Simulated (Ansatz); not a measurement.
# 3-layer arsenene (AA') in a perpendicular field

Wanted: the out-of-plane response of the 3-layer arsenene (AA'). A positive field points along +c.

Main program and level: Ansatz 0.2.0; plane-wave DFT, PBE-D3(BJ), Ansatz PAW.

The raw output is cut from this account; settings, times and results stay.

### Step 1. Starting point

The cell holds 6 atoms: 6 As. Cell: a = 3.610 Å, b = 3.610 Å, c = 51.400 Å, α = 90.0°, β = 90.0°, γ = 120.0°. Regions: layer 1: arsenene, 2 atoms (2 As); layer 2: arsenene, 2 atoms (2 As); layer 3: arsenene, 2 atoms (2 As). Vacuum lies along c.

### Step 2. Relaxation

The starting cell is a guess, so the in-plane lattice and the atoms are relaxed first, with the slab cut off from its images along the normal.

File input.yaml:

```yaml
crystal:
  lattice:
    - [3.61, 0.0, 0.0]
    - [-1.805, 3.1263517077, 0.0]
    - [0.0, 0.0, 51.3999999983]
  atoms:
    - { symbol: As, position: [0.6666666667, 0.3333333333, 0.4007782101] }
    - { symbol: As, position: [0.3333333333, 0.6666666667, 0.4280155642] }
    - { symbol: As, position: [0.3333333333, 0.6666666667, 0.486381323] }
    - { symbol: As, position: [0.6666666667, 0.3333333333, 0.513618677] }
    - { symbol: As, position: [0.6666666667, 0.3333333333, 0.5719844358] }
    - { symbol: As, position: [0.3333333333, 0.6666666667, 0.5992217899] }
  periodic: [true, true, false]
kpoints:
  mp_grid: { grid: [12, 12, 1] }
hamiltonian:
  xc: pbe
  dispersion: d3bj
scf:
  occupations: { method: fermi_dirac, width: 0.05 }
  convergence: { dr2_threshold: 1.0e-09 }
relax:
  f_tol: 0.004
  max_steps: 90
  cell: {}
output:
  write_potential: true
  write_density: true
  volumetric_format: npy
```

On the command line:

```console
$ ansatz run input.yaml --threads 4 --pin off --max-ram 8192MiB --backend cpu --events-out ev --progress --plain --runs-dir out
```

The job ended after 80 s (4 threads of Intel Xeon Platinum 8488C (Sapphire Rapids), shared host; peak memory 1.3 GiB).

Relaxation path:

```
step  energy less that of the first step (eV)  largest force component (eV/Å)  volume (Å³)
   1                                   0.0000                          0.5753       580.11
   2                                  -0.1343                          0.4851       587.21
   3                                  -0.2588                          0.2141       581.14
   4                                  -0.3373                          0.1340       569.36
   5                                  -0.3658                          0.1530       568.07
   6                                  -0.3697                          0.0322       566.00
   7                                  -0.3694                          0.0377       569.49
   8                                  -0.3701                          0.0062       566.98
   9                                  -0.3703                          0.0040       567.19
  10                                  -0.3703                          0.0090       566.29
  11                                  -0.3703                          0.0004       567.05
 12*                                  -0.3699                          0.0004       567.05
```

Relaxation steps marked * repeat the geometry before them on a plane-wave basis chosen anew for their cell, so energy and pressure can jump there. Relaxation steps 7, 10 were tried and not accepted.

Forces are held to the 12 operations that the program found; a distortion that breaks them can't arise in this run.

```csv
cell as run,before,after,change
a (Å),3.610,3.569,-1.1 %
b (Å),3.610,3.569,-1.1 %
```

The atoms that moved most (Å, along periodic axes as changes of fractional coordinates times the final cell, across vacuum about the mean position):

```
atom     dx     dy      dz  length
 As5  0.000  0.000   0.828   0.828
 As2  0.000  0.000  -0.828   0.828
 As1  0.000  0.000  -0.827   0.827
 As6  0.000  0.000   0.827   0.827
```

Final coordinates:

```cif
data_structure
_symmetry_space_group_name_H-M 'P 1'
_symmetry_Int_Tables_number 1
_cell_length_a 3.5691
_cell_length_b 3.5691
_cell_length_c 51.4000
_cell_angle_alpha 90.000
_cell_angle_beta 90.000
_cell_angle_gamma 120.000
_cell_volume 567.05
loop_
_atom_site_label
_atom_site_type_symbol
_atom_site_fract_x
_atom_site_fract_y
_atom_site_fract_z
_atom_site_occupancy
As1 As 0.66667 0.33333 0.38469 1
As2 As 0.33333 0.66667 0.41190 1
As3 As 0.33333 0.66667 0.48639 1
As4 As 0.66667 0.33333 0.51361 1
As5 As 0.66667 0.33333 0.58810 1
As6 As 0.33333 0.66667 0.61531 1
```

The lattice constant a goes from 3.610 to 3.569 Å.

### Step 3. Single point, field 0, start network

A sawtooth potential applies the field, turning back in the middle of the vacuum. With the dipole correction the typed value is the field outside the slab. The induced dipole is small, so the SCF threshold is tight.

The cell differs from the one that the last finished run ended in (c 51.400 → 29.854 Å).

File input.yaml:

```yaml
crystal:
  lattice:
    - [3.5691369566, 0.0, 0.0]
    - [-1.7845684783, 3.090963274, 0.0]
    - [0.0, 0.0, 29.8539920603]
  atoms:
    - { symbol: As, position: [0.6666666667, 0.3333333333, 0.3014672203] }
    - { symbol: As, position: [0.3333333333, 0.6666666667, 0.3483178563] }
    - { symbol: As, position: [0.3333333333, 0.6666666667, 0.4765757469] }
    - { symbol: As, position: [0.6666666667, 0.3333333333, 0.5234242531] }
    - { symbol: As, position: [0.6666666667, 0.3333333333, 0.6516821437] }
    - { symbol: As, position: [0.3333333333, 0.6666666667, 0.6985327797] }
kpoints:
  mp_grid: { grid: [18, 18, 1] }
  band_path:
    path: [[0, 0, 0], [0.5, 0, 0], [0.33333333, 0.33333333, 0], [0, 0, 0]]
    npoints: 16
hamiltonian:
  xc: pbe
  dispersion: d3bj
scf:
  occupations: { method: fermi_dirac, width: 0.02585 }
  convergence: { dr2_threshold: 1.0e-10 }
efield:
  axis: 3
  dipole_correction: true
  ramp_position: 0.97
  ramp_width: 0.06
  amplitude: 0
output:
  dos: { projected: true, e_range: [-6, 5] }
  write_potential: true
  write_density: true
  volumetric_format: npy
  elf: true
```

It took 24 s on 4 threads; peak memory 1.2 GiB; 92 s of CPU time.

Numbers from this step:

* gap on the k-mesh: 0.9947 eV
* dipole along the normal: -2.09e-6 e·Å
* gap along the path: 0.9980 eV
* smallest direct gap along the path: 1.440 eV
* ionisation energy, upper face: 5.093 eV
* electron affinity, upper face: 4.095 eV
* gap, the smaller of path and mesh: 0.9947 eV

Running mean over a fixed 2.5 Å (it still follows the layers) of the planar mean; the ramp of the sawtooth is left out. Table of electron's electrostatic potential energy less the Fermi level by z:

z (Å), electron's electrostatic potential energy less the Fermi level (eV) and a bar from the least value:
```
        4       4.58 ##############################
        5       4.57 ##############################
        6       4.52 ##############################
        7       3.75 ###########################
        8       0.99 #################
        9      -2.62 ###
       10      -3.37 #
       11      -0.58 ###########
       12       2.20 #####################
       13       1.46 ##################
       14      -2.02 ######
       15      -3.53 
       16      -1.51 #######
       17       1.78 ####################
       18       1.94 ####################
       19      -1.18 #########
       20      -3.50 
       21      -2.23 #####
       22       1.44 ##################
       23       4.03 ############################
       24       4.54 ##############################
       25       4.58 ##############################
       26       4.58 ##############################
```

The density of states has structure finer than the step of the table below, so its rows give means over 0.25 eV. Peaks (eV: height): -4.590: 7.45, -4.430: 7.43, -4.240: 8.30, -1.920: 7.60, -1.780: 9.08, -1.230: 8.10, 1.860: 7.99.

Table of density of states by energy, zero at the Fermi level of the run, which the smearing sets inside the gap; means over each step:

| energy (eV) | density of states (states/eV a cell) |
| --- | --- |
| -5.50 | 0 |
| -5.25 | 0.376 |
| -5.00 | 1.39 |
| -4.75 | 2.93 |
| -4.50 | 6.42 |
| -4.25 | 5.81 |
| -4.00 | 2.66 |
| -3.75 | 2.84 |
| -3.50 | 3.93 |
| -3.25 | 4.15 |
| -3.00 | 3.40 |
| -2.75 | 4.78 |
| -2.50 | 4.58 |
| -2.25 | 5.07 |
| -2.00 | 6.05 |
| -1.75 | 5.08 |
| -1.50 | 3.12 |
| -1.25 | 4.25 |
| -1.00 | 1.75 |
| -0.75 | 1.40 |
| -0.50 | 1.38 |
| -0.25 | 0 |
| 0.00 | 0 |
| 0.25 | 0 |
| 0.50 | 0.275 |
| 0.75 | 0.915 |
| 1.00 | 2.26 |
| 1.25 | 3.59 |
| 1.50 | 5.28 |
| 1.75 | 5.33 |
| 2.00 | 4.13 |
| 2.25 | 4.31 |

Projected DOS per atom over height of the atomic layer and energy from the Fermi level. Layers: As As As As As As from below.

Ten even steps from '_' (0.00 states/eV) to '@' (1.14 states/eV), each cell a mean:
```
==++****++==
####++++####
****####****
==--------==
..__....__..
____________
____________
....::::....
....::::....
****----****
++++====++++
%%%%@@@@%%%%
####****####
****####****
++++++++++++
++++++++++++
------------
@@@@####@@@@
++++####++++
............
____________
____________
```
Columns: height of the atomic layer (Å) from 9 to 20.9 (not evenly spaced); rows upwards: energy from the Fermi level (eV) from -5.96 to 2.41.

The electronic bands at the labelled points (eV, zero at the Fermi level of the run, which the smearing sets inside the gap):

```
  point  band 42  band 43  band 44  band 45  band 46  band 47  band 48  band 49
      Γ    -0.70    -0.68    -0.68    -0.62     1.17     1.50     1.72     2.75
halfway    -1.87    -1.81    -1.25    -0.71     0.73     1.00     1.32     3.36
      M    -2.64    -2.62    -2.44    -2.13     0.99     1.24     1.46     1.71
halfway    -3.13    -2.71    -2.40    -2.12     1.44     1.83     2.19     2.60
      K    -2.82    -2.82    -2.53    -2.53     0.83     1.13     1.44     3.22
halfway    -3.01    -1.75    -1.22    -0.72     1.68     2.02     2.46     2.59
      Γ    -0.70    -0.68    -0.68    -0.62     1.17     1.50     1.72     2.75
```

Valence density in the ca plane at fractional y = 0.333, with atoms of As within 0.2 Å of it. It is the smooth field of the valence electrons, not physical close to the nuclei.

Ten steps, logarithmic in the rise over the least value, from '0' (0 e/Å³) to '9' (28 e/Å³), each cell a mean:
```
11100000000011122210000011222111000000000000
21000000000011257531000024664210000000000000
21000000000001489841000126996210000000000000
21000000000001378731000125885210000000000000
21000000000011234321000012443110000000000000
11100000000111111110000001111111000000000000
11110000000111110000000000011111100000000000
11110000001111110000000000001111100000000000
11110000000111111100000000111111100000000000
```
Columns run along c (16.0 Å, from fractional 0.33 to 0.87 of the cell), rows up along a (3.6 Å). Atoms in or near the plane, at fractional coordinates: As at (0.52, 0.67), As at (0.65, 0.67).

Electrostatic potential energy in the ca plane at fractional y = 0.333, with atoms of As within 0.2 Å of it. With pseudopotentials it is smooth inside the atoms' cores, unlike the true potential.

Values in units of 1e0 eV, 5 rows by 16 columns, each cell a mean:
```
-1.3  4.0  5.4  4.7  1.8 -8.9 -8.0  4.2  3.2 -9.2 -7.6  2.4  5.0  5.8  5.9  5.9
-4.9  4.7  5.4  5.1  1.7 -5.1 -4.2  3.0  0.6 -1.6 -6.6  3.0  5.3  5.8  5.9  5.9
-1.5  4.0  5.4  4.7  1.8 -9.0 -8.2  4.1  3.0 -9.1 -7.9  2.5  5.1  5.8  5.9  5.9
-2.5  1.5  5.2  3.6 -2.5  0.1  2.4  5.1  4.9  2.0 -0.4 -2.0  4.3  5.8  5.9  5.9
-2.7  1.3  5.2  3.5 -2.9  0.3  2.9  5.2  5.0  2.5 -0.3 -2.3  4.2  5.8  5.9  5.9
```
Columns run along c (16.0 Å, from fractional 0.33 to 0.87 of the cell; values clipped at the 3rd and 97th percentile), rows up along a (3.6 Å). Atoms in or near the plane, at fractional coordinates: As at (0.52, 0.67), As at (0.65, 0.67).

ELF in the ca plane at fractional y = 0.333, with atoms of As within 0.2 Å of it. It is the smooth field of the valence electrons, not physical close to the nuclei.

Ten even steps from '0' (0.00) to '9' (0.85), each cell a mean:
```
76543100023456777888401688777765432100000000
65310000001235654799612898545652100000000000
54200000000134523489713997323542000000000000
54210000000135532599713998424542100000000000
65421000011346666899502898766653210000000000
76655300135666776776201477767766553200000000
66677510267766543221000012345666786420000000
56678510268766542100000001134567787521000000
66676410157666665543100245556666765310000000
```
Columns run along c (16.0 Å, from fractional 0.33 to 0.87 of the cell), rows up along a (3.6 Å). Atoms in or near the plane, at fractional coordinates: As at (0.52, 0.67), As at (0.65, 0.67).

The gap is 0.99 eV, with the valence edge 5.09 eV and the conduction edge 4.09 eV under the upper vacuum level.

### Step 4. Atoms held, field 0.05 V/Å

input.yaml: that of step 3 with these lines changed.

```diff
@@ -28,5 +28,4 @@
   ramp_width: 0.06
-  amplitude: 0
+  amplitude: 0.05
 output:
-  dos: { projected: true, e_range: [-6, 5] }
   write_potential: true
@@ -34,2 +33 @@
   volumetric_format: npy
-  elf: true
```

Wall time 24 s (4 threads); peak memory 1.1 GiB.

The dipole is 0.0377 e·Å, and the gap 0.989 eV.

### Step 5. Atoms held, field -0.05 V/Å

input.yaml: that of step 4 with these lines changed.

```diff
@@ -28,3 +28,3 @@
   ramp_width: 0.06
-  amplitude: 0.05
+  amplitude: -0.05
 output:
```

Elapsed: 24 s, on 4 threads; peak memory 1.1 GiB; 94 s of CPU time.

The dipole is -0.0377 e·Å, and the gap 0.989 eV.

### Step 6. Single point, field 0.1 V/Å

input.yaml: that of step 5 with these lines changed.

```diff
@@ -26,5 +26,5 @@
   dipole_correction: true
-  ramp_position: 0.97
-  ramp_width: 0.06
-  amplitude: -0.05
+  ramp_position: 0.9628
+  ramp_width: 0.0744
+  amplitude: 0.1
 output:
```

Elapsed: 24 s, on 4 threads; peak memory 1.1 GiB.

The dipole is 0.0754 e·Å, and the gap 0.972 eV.

### Step 7. Single point, field -0.1 V/Å

input.yaml: that of step 6 with these lines changed.

```diff
@@ -28,3 +28,3 @@
   ramp_width: 0.0744
-  amplitude: 0.1
+  amplitude: -0.1
 output:
```

Run time: 24 s. Hardware: 4 threads; peak memory 1.1 GiB; 92 s of CPU time.

The dipole is -0.0754 e·Å, and the gap 0.972 eV.

### Step 8. Atoms held, field 0.2 V/Å

input.yaml: that of step 7 with these lines changed.

```diff
@@ -28,3 +28,3 @@
   ramp_width: 0.0744
-  amplitude: -0.1
+  amplitude: 0.2
 output:
```

It took 25 s on 4 threads; peak memory 1.1 GiB.

The dipole is 0.151 e·Å, and the gap 0.903 eV.

### Step 9. Atoms held, field -0.2 V/Å

input.yaml: that of step 8 with these lines changed.

```diff
@@ -28,3 +28,3 @@
   ramp_width: 0.0744
-  amplitude: 0.2
+  amplitude: -0.2
 output:
```

It took 30 s on 4 threads; peak memory 1.1 GiB; 1.9 min of CPU time.

The dipole is -0.151 e·Å, and the gap 0.903 eV.

### Step 10. Atoms held, field 0.3 V/Å

input.yaml: that of step 9 with these lines changed.

```diff
@@ -26,5 +26,5 @@
   dipole_correction: true
-  ramp_position: 0.9628
-  ramp_width: 0.0744
-  amplitude: -0.2
+  ramp_position: 0.9604
+  ramp_width: 0.0792
+  amplitude: 0.3
 output:
```

It took 32 s on 4 threads; peak memory 1.1 GiB.

The dipole is 0.227 e·Å, and the gap 0.739 eV.

### Step 11. Single point, field -0.3 V/Å

input.yaml: that of step 10 with these lines changed.

```diff
@@ -28,3 +28,3 @@
   ramp_width: 0.0792
-  amplitude: 0.3
+  amplitude: -0.3
 output:
```

Elapsed: 32 s, on 4 threads; peak memory 1.1 GiB; 2 min of CPU time.

The dipole is -0.227 e·Å, and the gap 0.739 eV.

(Part 1 of 2 ends here.)

[Long decimals in the printed logs are rounded to 6 places.]

[Logs are printed without paths, hosts, clocks, repeated set-up lines and the standing remarks that a program may print on its own settings, such as how far it seeks lower states.]

[Hosts, paths, dates, database ids (printed as entryN), source tags and the programs' standing remarks are cut or masked in the printed files.]

[Maps of the electrostatic potential energy from Ansatz leave out the sawtooth potential of an applied field or a dipole correction, so their vacuum need not be flat; planar profiles and work functions include it.]

[The density of states shown here was stored with 400 of the rows of the run's finer table, so its peaks can read low, often by over a quarter, or be missed, and its means over a window can be off by a tenth or more.]
